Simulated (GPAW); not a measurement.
**A GW chain in GPAW: CdWO4 (P2/c)**

Aim: the G0W0 gap of CdWO4 (P2/c) on LDA, step by step.

Main program and level: GPAW 26.7.0; LDA and many-body steps on it, plane waves.

**The experiments to reproduce.**

- Gap 4.15 eV: direct gap from absorption edge with Urbach fit; optical absorption; 300 K; bulk crystal (thin cleaved platelet of Czochralski crystal, 10-30 um thick) (“Optical absorption of divalent metal tungstates: Correlation between the band-gap energy and the cation ionic radius”, 2008, arxiv:0807.2115).

### 1. Set-up

Symmetry: P2/c, No. 13, monoclinic system. The conventional cell has a = 5.040 Å, b = 5.870 Å, c = 5.084 Å, α = 90.00°, β = 91.48°, γ = 90.00°. Nearest to Cd lie 6 O at 2.20 to 2.43 Å. Nearest to W lie 6 O at 1.78 to 2.15 Å. O has 2 W at 1.92 to 2.15 Å and 1 Cd at 2.20 Å nearest. O has 1 W at 1.78 Å and 2 Cd at 2.28 to 2.43 Å nearest. Farther neighbours and most contacts between anions are not listed.

The cell and positions come from the Crystallography Open Database and are kept as given unless a step says otherwise. Spin-orbit coupling is left out unless a step names it.

### 2. Ground state

This step: GPAW 26.7.0; DFT, LDA, plane waves, PAW.

The ground-state density comes first.

run.py

```python
import json
import numpy as np
from gpaw.mpi import world
from ase import Atoms
from gpaw import GPAW, PW, FermiDirac

atoms = Atoms(['Cd', 'Cd', 'W', 'W', 'O', 'O', 'O', 'O', 'O', 'O', 'O', 'O'],
    cell=[[5.0400000000, 0.0000000000, 0.0000000000],
      [0.0000000000, 5.8701000000, 0.0000000000],
      [-0.1309573182, 0.0000000000, 5.0824131071]],
    scaled_positions=[[0.5000000000, 0.6972900000, 0.2500000000],
      [0.5000000000, 0.3027100000, 0.7500000000],
      [0.0000000000, 0.1785500000, 0.2500000000],
      [0.0000000000, 0.8214500000, 0.7500000000],
      [0.2018000000, 0.0955000000, 0.9504000000],
      [0.7982000000, 0.0955000000, 0.5496000000],
      [0.7982000000, 0.9045000000, 0.0496000000],
      [0.2018000000, 0.9045000000, 0.4504000000],
      [0.2420000000, 0.3703000000, 0.3839000000],
      [0.7580000000, 0.3703000000, 0.1161000000],
      [0.7580000000, 0.6297000000, 0.6161000000],
      [0.2420000000, 0.6297000000, 0.8839000000]],
    pbc=(True, True, True))
calc = GPAW(mode=PW(600),
    xc='LDA',
    kpts={'size': (6, 4, 6), 'gamma': True},
    occupations=FermiDirac(0.001),
    nbands=-12,
    convergence={'density': 1e-6, 'bands': -3},
    maxiter=100,
    txt='gs.txt')
atoms.calc = calc
res = {'energy': atoms.get_potential_energy()}
kpts = calc.get_ibz_k_points()
res['kpts'] = kpts
res['eigenvalues'] = [calc.get_eigenvalues(kpt=k) for k in range(len(kpts))]
res['n_electrons'] = calc.get_number_of_electrons()
calc.write('gs.gpw')

if world.rank == 0:
    with open('result.json', 'w') as f:
        json.dump(res, f, default=lambda x: x.tolist())
```

The run is started by

```
mpirun -n 8 gpaw python run.py
```

Numbers of over 12 decimals in the logs are rounded to 6 here.

Log:

```text
__  _  _
 | _ |_)|_||  |
 |__||  | ||/\| - 26.7.0

Input parameters:
  mode=PW(ecut=600.0),
  convergence={'density': 1e-06, 'bands': -3},
  kpts=MonkhorstPack(size=(6, 4, 6), gamma=True),
  maxiter=100,
  nbands=-12,
  occupations=Occupations(name='fermi-dirac', width=0.001, fixmagmom=False),
  xc=XC(name='LDA')
  [... matrices ...]
Diagonalizing LCAO Hamiltonian
Converting LCAO to pw mode

          W O
          O
            O Cd  O

           O   CdO
                    O
        W         O

Atoms  # Å, Bohr magnetons
|    | symbol |         x |        y |        z |    initial magnetic moments |
|  0 |     Cd |  2.487261 | 4.093162 | 1.270603 | ( 0.0000,  0.0000,  0.0000) |
|  1 |     Cd |  2.421782 | 1.776938 | 3.811810 | ( 0.0000,  0.0000,  0.0000) |
|  2 |      W | -0.032739 | 1.048106 | 1.270603 | ( 0.0000,  0.0000,  0.0000) |
|  3 |      W | -0.098218 | 4.821994 | 3.811810 | ( 0.0000,  0.0000,  0.0000) |
|  4 |      O |  0.892610 | 0.560595 | 4.830325 | ( 0.0000,  0.0000,  0.0000) |
|  5 |      O |  3.950954 | 0.560595 | 2.793294 | ( 0.0000,  0.0000,  0.0000) |
|  6 |      O |  4.016433 | 5.309505 | 0.252088 | ( 0.0000,  0.0000,  0.0000) |
|  7 |      O |  0.958089 | 5.309505 | 2.289119 | ( 0.0000,  0.0000,  0.0000) |
|  8 |      O |  1.169405 | 2.173698 | 1.951138 | ( 0.0000,  0.0000,  0.0000) |
|  9 |      O |  3.805116 | 2.173698 | 0.590068 | ( 0.0000,  0.0000,  0.0000) |
| 10 |      O |  3.739637 | 3.696402 | 3.131275 | ( 0.0000,  0.0000,  0.0000) |
| 11 |      O |  1.103927 | 3.696402 | 4.492345 | ( 0.0000,  0.0000,  0.0000) |

Unit cell  # Å
| periodic |         x |        y |        z |  lengths |    angles |
|      yes |  5.040000 | 0.000000 | 0.000000 | 5.040000 | 90.000000 |
|      yes |  0.000000 | 5.870100 | 0.000000 | 5.870100 | 91.476000 |
|      yes | -0.130957 | 0.000000 | 5.082413 | 5.084100 | 90.000000 |

Number of symmetries: 2
Symmetry operations  # r_c * U_cc + t_c -> r_c
|   | kind |            matrix            |
| 0 |  E   |  1, 0, 0,  0, 1, 0,  0, 0, 1 |
| 1 |  i   | -1, 0, 0,  0,-1, 0,  0, 0,-1 |

BZ-sampling:
  Number of BZ points: 144
  Number of IBZ points: 76

  Monkhorst-Pack size: [6, 4, 6]
  Monkhorst-Pack shift: [0.083333, 0.125, 0.083333]

K-points  # in reciprocal-cell coordinates
|     |                                coordinates |     weight |
|   0 | (  0.00000000,   0.00000000,   0.00000000) | 0.00694444 |
|   1 | (  0.00000000,   0.00000000,   0.16666667) | 0.01388889 |
|   2 | (  0.00000000,   0.00000000,   0.33333333) | 0.01388889 |
|   3 | (  0.00000000,   0.00000000,   0.50000000) | 0.00694444 |
|   4 | (  0.00000000,   0.25000000,  -0.33333333) | 0.01388889 |
|   5 | (  0.00000000,   0.25000000,  -0.16666667) | 0.01388889 |
|   6 | (  0.00000000,   0.25000000,   0.00000000) | 0.01388889 |
|   7 | (  0.00000000,   0.25000000,   0.16666667) | 0.01388889 |
|   8 | (  0.00000000,   0.25000000,   0.33333333) | 0.01388889 |
|   9 | (  0.00000000,   0.25000000,   0.50000000) | 0.01388889 |
| ... |                                            |            |
|  75 | (  0.50000000,   0.50000000,   0.50000000) | 0.00694444 |

Plane wave coefficients: 5040
Cutoff: 600.0 eV

Spin-components: 1 (collinear spins)
Bands:           62
Projectors:      64
Spin-degeneracy: 2
Datatype:        complex128

  Storage: CPU
  Wave functions: 378_995_584 bytes (47_374_448 per core)
  Projectors: 232_287_616 bytes (29_035_952 per core)
  [... matrices ...]
Parallelization:
  kpt:    8
  domain: 1
  band:   1

Density:
  Valence electrons: 100.0
  Components: 1
  Grid points: [30 35 30]
  Charge: 0.0  # |e|

Potential:
  Grid points: [30 35 30]

species:
  Cd:
    name:    Cadmium
    Z:       48.0
    valence: 12
    core:    36
    charge:  0.0  # [|e|]
    compensation charges:
      type: gauss
      rc: 0.38  # [Å]
      lmax: 2
    cutoffs:
      filter: 2.12  # [Å]
      core: 2.62  # [Å]
    projectors
    | kind |    occ | energy [eV] | rcut [Å] |
    |   5s |  2.000 |      -5.950 |    1.191 |
    |   5p |  0.000 |      -1.328 |    1.228 |
    |   4d | 10.000 |     -11.904 |    1.164 |
    |    s |        |      21.261 |    1.191 |
    |    p |        |      25.883 |    1.228 |
    |    d |        |      15.307 |    1.164 |

    Using partial waves for Cd as LCAO basis

  W:
    name:    Tungsten
    Z:       74.0
    valence: 14
    core:    60
    charge:  0.0  # [|e|]
    compensation charges:
      type: gauss
      rc: 0.40  # [Å]
      lmax: 2
    cutoffs:
      filter: 2.36  # [Å]
      core: 3.02  # [Å]
    projectors
    | kind |    occ | energy [eV] | rcut [Å] |
    |   5s |  2.000 |     -79.053 |    1.344 |
    |   6s |  2.000 |      -5.886 |    1.344 |
    |   5p |  6.000 |     -43.417 |    1.355 |
    |   6p |  0.000 |      -1.469 |    1.355 |
    |   5d |  4.000 |      -4.693 |    1.228 |
    |    d |        |      22.518 |    1.228 |

    Using partial waves for W as LCAO basis

  O:
    name:    Oxygen
    Z:       8.0
    valence: 6
    core:    2
    charge:  0.0  # [|e|]
    compensation charges:
      type: gauss
      rc: 0.21  # [Å]
      lmax: 2
    cutoffs:
      filter: 1.17  # [Å]
      core: 0.83  # [Å]
    projectors
    | kind |    occ | energy [eV] | rcut [Å] |
    |   2s |  2.000 |     -23.752 |    0.688 |
    |   2p |  4.000 |      -9.195 |    0.598 |
    |    s |        |       3.459 |    0.688 |
    |    p |        |      18.016 |    0.598 |
    |    d |        |       0.000 |    0.619 |

    Using partial waves for O as LCAO basis

Reference energy: -1197327.410278  # eV

eigensolver:
  PPCG
  Converge bands: -3
  niter=2

density mixing:
  MSR1-Mixer
  Pratt-step length: 0.05
  Maximum mixing coefficient: 0.75
  Old densities: 10
  SVD Regularization: 0.005
  Good broyden scale: 1.0
  Trust region scale: 1.0
  Backstep threshold: 4.0
  History deletion threshold: 6.0
  Fourier metric: weight=20.0, sigma=0.015

occupation numbers:
  Fermi-Dirac:
    width: 0.0010  # eV

poisson solver:
  ecut: 4800.0  # eV

xc functional:
  name: None

Initialization done in: 7.397 s

convergence criteria:
- Maximum integral of absolute [dens]ity change: 1e-06 electrons / valence electron
- Maximum [total energy] change in last 3 cyles: 0.0005 eV / valence electron
- Maximum integral of absolute [eigenst]ate change: 4e-08 eV^2 / valence electron
maximum number of iterations: 100

SCF iterations
|iter     |     time |      energy | eigst |  dens |
|iter:   1|  | -114.108599 | +0.23 |       |
|iter:   2|  | -109.571162 | -0.97 | -0.84 |
|iter:   3|  |  -99.521677 | +0.07 | -0.90 |
|iter:   4|  |  -99.384029 | -1.37 | -1.50 |
|iter:   5|  |  -99.330808 | -1.78 | -1.71 |
|iter:   6|  |  -99.305239 | -2.21 | -2.13 |
|iter:   7|  |  -99.297616c| -3.06 | -2.49 |
|iter:   8|  |  -99.297580c| -4.16 | -2.96 |
|iter:   9|  |  -99.297552c| -4.99 | -3.65 |
|iter:  10|  |  -99.297552c| -5.58 | -4.13 |
|iter:  11|  |  -99.297552c| -6.03 | -4.70 |
|iter:  12|  |  -99.297552c| -6.44 | -5.48 |
|iter:  13|  |  -99.297552c| -6.88 | -6.02c|
|iter:  14|  |  -99.297552c| -7.18 | -6.70c|
|iter:  15|  |  -99.297552c| -7.58c| -7.30c|

Converged in 15 steps
SCF loop duration: 106.182 s (7.079 s/step)
Energy contributions relative to reference atoms: (reference = -1197327.410278)
  [... matrices ...]
Energy contributions:
  Kinetic:          94.043931
  Coulomb:        -104.079498
  Zero:              0.937799
  External:          0.000000
  Xc:              -90.199784
  Entropy:          -0.000000
  Spinorbit:         0.000000
  ----------------------------
  Free energy:     -99.297552
  Extrapolated:    -99.297552

dipole moment: (-38.065141, -0.000010, -0.000009)  # |e|*Ang

Fermi level: 5.460
Eigenvalues  # (at kpt = [0.000, 0.000, 0.000])
| band index |      eig [eV] | occ [0-2] |
|          0 |       -69.498 |     2.000 |
|        ... |               |           |
|         42 |         2.897 |     2.000 |
|         43 |         2.952 |     2.000 |
|         44 |         3.390 |     2.000 |
|         45 |         3.529 |     2.000 |
|         46 |         3.746 |     2.000 |
|         47 |         3.857 |     2.000 |
|         48 |         4.066 |     2.000 |
|         49 |         4.130 |     2.000 |
|         50 |         7.741 |     0.000 |
[...]
|         54 |         8.400 |     0.000 |
|         55 |         9.348 |     0.000 |
|         56 |         9.451 |     0.000 |
|         57 |        11.062 |     0.000 |
|        ... |               |           |
|         61 |        13.038 |     0.000 |

Gap: 2.930 eV
Transition (v -> c):
  (s=0, k=37, n=49, [0.17, 0.50, 0.50]) -> (s=0, k=11, n=50, [0.00, 0.50, 0.17])
Direct/indirect transitions are different
Direct gap: 2.955 eV
Transition at: (s=0, k=10, n=49, [0.00, 0.50, 0.00])
# Writing to gs.gpw (mode='')
  [... matrices ...]

timing:  # [seconds]
  Total: 113.644  # ━━━━━━━━━━━━━━━━━━━━━━━━━━━━━━━━━━━━━━━━━━━━━━━━━━━━━━━━━
  Init:    6.884  # ━━━╸
  SCF:   106.182  # ━━━━━━━━━━━━━━━━━━━━━━━━━━━━━━━━━━━━━━━━━━━━━━━━━━━━━╸
```

The job ended after 1.9 min (8 MPI ranks of Arm Neoverse V1, shared host; peak memory 2.4 GiB).

Numbers from this step:

```
total energy               : -99.2976 eV
gap                        : 2.930 eV
k of the valence top       : 0.1667, 0.5, 0.5
k of the conduction bottom : 0, 0.5, 0.1667
least direct gap           : 2.955 eV
```

The gap is indirect, with the least direct gap 0.03 eV higher.

### 3. Bands along the symmetry lines

Levels along a band path, at the cheap level, show where the edges lie and whether the meshes to come will hold them.

run.py

```python
import json
import numpy as np
from gpaw.mpi import world
from gpaw import GPAW

path = [[0.000000, 0.000000, 0.000000],
    [0.000000, 0.062500, 0.000000],
    [0.000000, 0.125000, 0.000000],
    [0.000000, 0.187500, 0.000000],
    [0.000000, 0.250000, 0.000000],
    [0.000000, 0.312500, 0.000000],
    [0.000000, 0.375000, 0.000000],
    [0.000000, 0.437500, 0.000000],
    [0.000000, 0.500000, 0.000000],
    [0.000000, 0.500000, 0.062500],
    [0.000000, 0.500000, 0.125000],
    [0.000000, 0.500000, 0.187500],
    [0.000000, 0.500000, 0.250000],
    [0.000000, 0.500000, 0.312500],
    [0.000000, 0.500000, 0.375000],
    [0.000000, 0.500000, 0.437500],
    [0.000000, 0.500000, 0.500000],
    [0.000000, 0.437500, 0.500000],
    [0.000000, 0.375000, 0.500000],
    [0.000000, 0.312500, 0.500000],
    [0.000000, 0.250000, 0.500000],
    [0.000000, 0.187500, 0.500000],
    [0.000000, 0.125000, 0.500000],
    [0.000000, 0.062500, 0.500000],
    [0.000000, 0.000000, 0.500000],
    [0.000000, 0.000000, 0.437500],
    [0.000000, 0.000000, 0.375000],
    [0.000000, 0.000000, 0.312500],
    [0.000000, 0.000000, 0.250000],
    [0.000000, 0.000000, 0.187500],
    [0.000000, 0.000000, 0.125000],
    [0.000000, 0.000000, 0.062500],
    [0.000000, 0.000000, 0.000000],
    [-0.062500, 0.000000, 0.062500],
    [-0.125000, 0.000000, 0.125000],
    [-0.187500, 0.000000, 0.187500],
    [-0.250000, 0.000000, 0.250000],
    [-0.312500, 0.000000, 0.312500],
    [-0.375000, 0.000000, 0.375000],
    [-0.437500, 0.000000, 0.437500],
    [-0.500000, 0.000000, 0.500000],
    [-0.500000, 0.062500, 0.500000],
    [-0.500000, 0.125000, 0.500000],
    [-0.500000, 0.187500, 0.500000],
    [-0.500000, 0.250000, 0.500000],
    [-0.500000, 0.312500, 0.500000],
    [-0.500000, 0.375000, 0.500000],
    [-0.500000, 0.437500, 0.500000],
    [-0.500000, 0.500000, 0.500000],
    [-0.437500, 0.500000, 0.437500],
    [-0.375000, 0.500000, 0.375000],
    [-0.312500, 0.500000, 0.312500],
    [-0.250000, 0.500000, 0.250000],
    [-0.187500, 0.500000, 0.187500],
    [-0.125000, 0.500000, 0.125000],
    [-0.062500, 0.500000, 0.062500],
    [0.000000, 0.500000, 0.000000],
    [-0.062500, 0.500000, 0.000000],
    [-0.125000, 0.500000, 0.000000],
    [-0.187500, 0.500000, 0.000000],
    [-0.250000, 0.500000, 0.000000],
    [-0.312500, 0.500000, 0.000000],
    [-0.375000, 0.500000, 0.000000],
    [-0.437500, 0.500000, 0.000000],
    [-0.500000, 0.500000, 0.000000],
    [-0.500000, 0.437500, 0.000000],
    [-0.500000, 0.375000, 0.000000],
    [-0.500000, 0.312500, 0.000000],
    [-0.500000, 0.250000, 0.000000],
    [-0.500000, 0.187500, 0.000000],
    [-0.500000, 0.125000, 0.000000],
    [-0.500000, 0.062500, 0.000000],
    [-0.500000, 0.000000, 0.000000],
    [-0.437500, 0.000000, 0.000000],
    [-0.375000, 0.000000, 0.000000],
    [-0.312500, 0.000000, 0.000000],
    [-0.250000, 0.000000, 0.000000],
    [-0.187500, 0.000000, 0.000000],
    [-0.125000, 0.000000, 0.000000],
    [-0.062500, 0.000000, 0.000000],
    [0.000000, 0.000000, 0.000000]]
calc = GPAW('gs.gpw').fixed_density(kpts=path,
    symmetry='off',
    nbands=60,
    convergence={'bands': 56},
    txt='bands.txt')
res = {}
kpts = calc.get_ibz_k_points()
res['kpts'] = kpts
res['eigenvalues'] = [calc.get_eigenvalues(kpt=k) for k in range(len(kpts))]
res['n_electrons'] = calc.get_number_of_electrons()

if world.rank == 0:
    with open('result.json', 'w') as f:
        json.dump(res, f, default=lambda x: x.tolist())
```

The run is started by

```
mpirun -n 8 gpaw python run.py
```

Log:

```text
Diagonalizing LCAO Hamiltonian
Converting LCAO to pw mode
convergence criteria:
- Maximum integral of absolute [eigenst]ate change: 4e-08 eV^2 / valence electron
maximum number of iterations: 100

SCF iterations
|iter     |     time |      energy | eigst |  dens |
|iter:   1|  |             | +0.23 |       |
|iter:   2|  |             | -1.29 |       |
|iter:   3|  |             | -2.47 |       |
[...]
|iter:   9|  |             | -6.65 |       |
|iter:  10|  |             | -7.23 |       |
|iter:  11|  |             | -7.60c|       |
SCF steps: 11
  __  _  _
 | _ |_)|_||  |
 |__||  | ||/\| - 26.7.0

Input parameters:
  mode=PW(ecut=600.0),
  convergence={'bands': 56},
  gpts=array([30, 35, 30]),
  kpts=KPoints(kpts=array([[ 0.    ,  0.    ,  0.    ],
         [ 0.    ,  0.0625,  0.    ],
         [ 0.    ,  0.125 ,  0.    ],
         [ 0.    ,  0.1875,  0.    ],
         [ 0.    ,  0.25  ,  0.    ],
         [ 0.    ,  0.3125,  0.    ],
         [ 0.    ,  0.375 ,  0.    ],
[...]
[ 0.    ,  0.5   ,  0.0625],
[...]
[ 0.    ,  0.5   ,  0.1875],
[...]
[ 0.    ,  0.5   ,  0.3125],
[...]
[ 0.    ,  0.1875,  0.5   ],
[...]
[ 0.    ,  0.0625,  0.5   ],
[...]
[ 0.    ,  0.    ,  0.1875],
[...]
[ 0.    ,  0.    ,  0.0625],
         [ 0.    ,  0.    ,  0.    ],
         [-0.0625,  0.    ,  0.0625],
         [-0.125 ,  0.    ,  0.125 ],
         [-0.1875,  0.    ,  0.1875],
         [-0.25  ,  0.    ,  0.25  ],
         [-0.3125,  0.    ,  0.3125],
         [-0.375 ,  0.    ,  0.375 ],
[...]
[-0.5   ,  0.0625,  0.5   ],
[...]
[-0.5   ,  0.1875,  0.5   ],
[...]
[-0.5   ,  0.3125,  0.5   ],
[...]
[-0.1875,  0.5   ,  0.1875],
[...]
[-0.0625,  0.5   ,  0.0625],
         [ 0.    ,  0.5   ,  0.    ],
         [-0.0625,  0.5   ,  0.    ],
[...]
[-0.1875,  0.5   ,  0.    ],
[...]
[-0.3125,  0.5   ,  0.    ],
[...]
[-0.5   ,  0.1875,  0.    ],
[...]
[-0.5   ,  0.0625,  0.    ],
[...]
[-0.25  ,  0.    ,  0.    ],
         [-0.1875,  0.    ,  0.    ],
         [-0.125 ,  0.    ,  0.    ],
         [-0.0625,  0.    ,  0.    ],
         [ 0.    ,  0.    ,  0.    ]])),
  maxiter=100,
  nbands=60,
  occupations=Occupations(name='fermi-dirac', width=0.001, fixmagmom=False),
  parallel={},
  symmetry=Symmetry(point_group=False, time_reversal=False),
  xc=XC(name='LDA')
```

Run time: 87 s. Hardware: 8 MPI ranks; peak memory 2.7 GiB; 11 min of CPU time.

This step gave:

- gap: 2.941 eV
- k of the valence top: 0, 0.5, 0
- k of the conduction bottom: 0, 0.5, 0.1875
- least direct gap: 2.955 eV

The gap is 2.941 eV, +0.012 eV from the run before at this level.

Electronic bands along the path, in eV, zero at the top of the highest filled band:

```csv
point,band 47,band 48,band 49,band 50,band 51,band 52,band 53,band 54
Γ,-0.65,-0.53,-0.33,-0.26,3.35,3.79,3.81,3.96
halfway,-0.69,-0.64,-0.51,-0.11,3.13,3.59,4.06,4.07
Z,-0.81,-0.70,-0.59,0.00,2.96,3.85,3.85,4.19
halfway,-0.73,-0.66,-0.50,-0.07,2.96,3.89,3.95,4.24
D,-0.65,-0.65,-0.13,-0.13,3.35,3.35,4.04,4.04
halfway,-0.58,-0.58,-0.13,-0.13,3.36,3.36,4.05,4.05
B,-0.57,-0.57,-0.12,-0.12,3.39,3.39,3.86,3.86
halfway,-0.70,-0.47,-0.28,-0.05,3.37,3.47,3.76,3.77
Γ,-0.65,-0.53,-0.33,-0.26,3.35,3.79,3.81,3.96
halfway,-0.69,-0.47,-0.41,-0.11,3.32,3.33,3.86,4.06
A,-0.46,-0.46,-0.22,-0.22,3.57,3.57,4.19,4.19
halfway,-0.64,-0.64,-0.33,-0.33,3.63,3.63,4.05,4.05
E,-0.85,-0.85,-0.45,-0.45,3.68,3.68,3.92,3.92
halfway,-0.73,-0.70,-0.44,-0.38,3.03,3.65,4.05,4.15
Z,-0.81,-0.70,-0.59,0.00,2.96,3.85,3.85,4.19
halfway,-0.79,-0.69,-0.38,-0.28,3.18,3.83,3.98,4.29
C2,-0.74,-0.59,-0.59,-0.41,3.38,3.87,3.90,4.11
halfway,-0.62,-0.54,-0.42,-0.32,3.46,3.80,3.84,4.17
Y2,-0.54,-0.27,-0.25,-0.22,3.59,3.76,3.79,4.03
halfway,-0.63,-0.59,-0.32,-0.27,3.53,3.71,3.81,3.89
Γ,-0.65,-0.53,-0.33,-0.26,3.35,3.79,3.81,3.96
```

### 4. Empty states on the mesh, 4×2×4 mesh, 516 bands

The sums over transitions need many empty states on a uniform mesh; this step solves for them.

run.py

```python
import json
import numpy as np
from gpaw.mpi import world
from gpaw import GPAW

calc = GPAW('gs.gpw').fixed_density(kpts={'size': (4, 2, 4), 'gamma': True},
    parallel={'domain': 1, 'band': 1},
    txt='nscf.txt')
calc.diagonalize_full_hamiltonian(nbands=516)
calc.write('full.gpw', mode='all')
res = {}
kpts = calc.get_ibz_k_points()
res['kpts'] = kpts
res['eigenvalues'] = [calc.get_eigenvalues(kpt=k) for k in range(len(kpts))]
res['n_electrons'] = calc.get_number_of_electrons()

if world.rank == 0:
    with open('result.json', 'w') as f:
        json.dump(res, f, default=lambda x: x.tolist())
```

The run is started by

```
mpirun -n 8 gpaw python run.py
```

Log:

```text
Diagonalizing LCAO Hamiltonian
Converting LCAO to pw mode
convergence criteria:
- Maximum integral of absolute [eigenst]ate change: 4e-08 eV^2 / valence electron
maximum number of iterations: 100

SCF iterations
|iter     |     time |      energy | eigst |  dens |
|iter:   1|  |             | +0.32 |       |
|iter:   2|  |             | -1.12 |       |
|iter:   3|  |             | -2.18 |       |
[...]
|iter:  14|  |             | -6.88 |       |
|iter:  15|  |             | -7.30 |       |
|iter:  16|  |             | -7.54c|       |
SCF steps: 16
  __  _  _
 | _ |_)|_||  |
 |__||  | ||/\| - 26.7.0

Input parameters:
  mode=PW(ecut=600.0),
  convergence={'density': 1e-06, 'bands': -3},
  gpts=array([30, 35, 30]),
  kpts=MonkhorstPack(size=(4, 2, 4), gamma=True),
  maxiter=100,
  nbands=62,
  occupations=Occupations(name='fermi-dirac', width=0.001, fixmagmom=False),
  parallel={'domain': 1, 'band': 1},
  xc=XC(name='LDA')
Matrix size: 5027x5027
# Writing to full.gpw (mode='all')
  [... matrices ...]

timing:  # [seconds]
  Total: 502.658  # ━━━━━━━━━━━━━━━━━━━━━━━━━━━━━━━━━━━━━━━━━━━━━━━━━━━━━━━━━
```

It took 9.1 min on 8 MPI ranks; peak memory 20 GiB; 66 min of CPU time.

This step gave:

| Quantity | Value |
| --- | --- |
| gap | 2.955 eV |
| k of the valence top | 0, 0.5, 0 |
| k of the conduction bottom | 0, 0.5, 0 |
| least direct gap | 2.955 eV |
| k points computed | 20 |
| lowest point of the top converged band, above the valence top | 114.9585 eV |

On this mesh the gap is 2.955 eV.

[end of part 1 of 2]

[Paths, hosts, dates, memory and timing lines, banners, echoed tables and standing remarks are left out of the program output.]

[Logs are printed without paths, hosts, clocks, repeated set-up lines and the standing remarks that a program may print on its own settings, such as how far it seeks lower states.]

[Runs of the session that timed out or met a known fault of the program may be left out.]

[No measured gap is set beside runs whose start may be inverted or whose files or cutoffs have a known fault.]

[Hosts, paths, dates, database ids (printed as entryN), source tags and the programs' standing remarks are cut or masked in the printed files.]
